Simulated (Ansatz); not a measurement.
# linear Ta chain under tension and compression

Does stretching change the magnetism or the channel count of the linear Ta chain?

Main program and level: Ansatz 0.2.0; DFT RPBE, plane waves, PAW; relaxation of a chain's period, in the first sound run; inputs show where later runs differ.

### Step 1. Starting point

The cell holds 1 atom: 1 Ta. Its edges and angles: a = 7.500 Å, b = 7.500 Å, c = 3.162 Å, α = 90.0°, β = 90.0°, γ = 90.0°. Vacuum lies along a and b. The structure's axis is c.

### Step 2. Relaxing the period

Band widths follow the bond lengths, so the chain is relaxed first. The atoms and the third cell vector are free; the box across stays fixed as vacuum. Moments are seeded so that a magnetic state can form if it lies lower. A Fermi-Dirac smearing is set since the result may be a metal. The pressure printed is a third of the stress's trace over the whole box, vacuum included; only the stress along the axis is relaxed.

Input file input.yaml:

```yaml
crystal:
  lattice:
    - [7.5, 0.0, 0.0]
    - [0.0, 7.5, 0.0]
    - [0.0, 0.0, 3.162]
  atoms:
    - { symbol: Ta, position: [0.5, 0.5, 0.0], spin: 2.0 }
magnetization:
  spin_polarized: true
kpoints:
  mp_grid: { grid: [1, 1, 26] }
scf:
  occupations: { method: fermi_dirac, width: 0.05 }
hamiltonian:
  xc: rpbe
relax:
  cell: { fix: [a, b, alpha, beta, gamma] }
  max_steps: 60
```

On the command line:

```console
$ ansatz run input.yaml --threads 4 --pin off --max-ram 8192MiB --backend cpu --events-out ev --progress --plain --runs-dir out
```

Then come: at a set period, period over the relaxed period 0.88, k-mesh 1×1×38; at a set period, period over the relaxed period 0.92, k-mesh 1×1×36; at a set period, period over the relaxed period 0.96, k-mesh 1×1×35; the chain at a fixed length, period over the relaxed period 1, k-mesh 1×1×33; the chain at a fixed length, period over the relaxed period 1.04, k-mesh 1×1×32; at a set period, period over the relaxed period 1.08, k-mesh 1×1×31; at a set period, period over the relaxed period 1.13, k-mesh 1×1×29; the chain at a fixed length, period over the relaxed period 1.2, k-mesh 1×1×28; the chain at a fixed length, period over the relaxed period 1.3, k-mesh 1×1×26; comparing the runs; A repeat with changed settings.

Before running: what should come out for the conductance at period × 0.88 and conductance at period × 1.3?

In these runs no moment survives at the shortest period, and one is present from a factor of 0.96 on: longer bonds narrow the bands, which favours exchange splitting. The conductance goes from 6.00 G₀ at the shortest period to 2.99 G₀ at the longest, while the magnetic state changes too. Transport is coherent and elastic here: the atoms are frozen, so scattering by vibrations plays no part.

| Item | Value |
| --- | --- |
| relaxed cell length | 2.443 Å |
| conductance at period × 0.88 | 6.00 G₀ |
| conductance at period × 1.0 | 5.00 G₀ |
| conductance at period × 1.13 | 5.00 G₀ |
| conductance at period × 1.3 | 2.99 G₀ |
| absolute moment at period × 0.88 | 0 μB |
| absolute moment at period × 1.0 | 1.16 μB |
| absolute moment at period × 1.3 | 3.70 μB |

Spin-orbit coupling is left out, which matters for the bands of heavy atoms. No search over magnetic orders was made; another may lie lower. For the perfect chain only parallel moments were started; its antiparallel and spiral orders were not tested. The lead's cell of one atom keeps the chain straight and evenly spaced; a zigzag or dimerised form may lie lower.

[Logs are printed without paths, hosts, clocks, repeated set-up lines and the standing remarks that a program may print on its own settings, such as how far it seeks lower states.]

[Hosts, paths, dates, database ids (printed as entryN), source tags and the programs' standing remarks are cut or masked in the printed files.]
